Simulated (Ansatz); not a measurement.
# Binding curve of phosphorene, 2 layers, S on P sites (48 atoms)

The cell holds 48 atoms: 41 P and 7 S. Its edges and angles: a = 10.141 Å, b = 8.927 Å, c = 19.584 Å, α = 90.0°, β = 90.0°, γ = 90.0°. It derives from P and S (phosphorene). The starting structure: 2 layers of phosphorene (a = 3.314 Å), 3 x 2 cells, biaxial strain +2 %, every second layer slid by 0.500 of a1; facing planes 3.32 Å apart; 12 Å of vacuum; 7 of 48 P replaced by S at random; displaced by a Gaussian of 0.04 Å. Regions: layer 1, 24 atoms (20 P and 4 S); layer 2, 24 atoms (21 P and 3 S). Vacuum lies along c.

Calculated with Ansatz 0.2.0: Kohn-Sham DFT, revPBE+D4, PAW (set soft_2), plane waves; cutoff 420 eV, k-mesh 1×2×1, gaussian smearing of 0.05 eV. The upper part is moved rigidly along the normal by z from its relaxed place. Energies are the whole cell less its two frozen parts, over the face of 90.53 Å².

| shift z (Å) | interaction energy (meV/Å²) |
| --- | --- |
| -0.3 | -47.65 |
| +0.0 | -56.83 |
| +0.3 | -51.53 |
| +0.8 | ? |
| +1.6 | -16.45 |
| +3.0 | -5.430 |

**Question.** Fit the universal binding curve to the rows given and interpolate to the withheld row.

**Working.**

The universal binding curve is E(z) = −D (1 + z/l) exp(−z/l), whose curvature at z = 0 is D/l². The depth is D = 56.83 meV/Å². The three points about zero give the curvature [E(+0.3) + E(−0.3) − 2E(0)] / 0.3² = 160.9 meV/Å⁴, so l = √(D / curvature) = 0.594 Å. At z = 0.8 Å, z/l = 1.346.

Prediction at +0.8: -34.70 meV/Å². The run gave -35.02 meV/Å², so the fit is high by 0.31 meV/Å² (0.89 % of the value).

At the last row, z = 3 Å, the curve gives -2.21 against -5.43 meV/Å² computed: the computed tail is longer than the exponential, as the curve was made for metallic and covalent adhesion, while a dispersion term decays as a power of the distance. Among the rows given, the largest miss of the fit is at +3.0, by 3.2 meV/Å² (6.3 % of the range of the table).

Limits: The parts are rigid, and they also feel their periodic images through the vacuum.

[Hosts, paths, dates, database ids (printed as entryN), source tags and the programs' standing remarks are cut or masked in the printed files.]
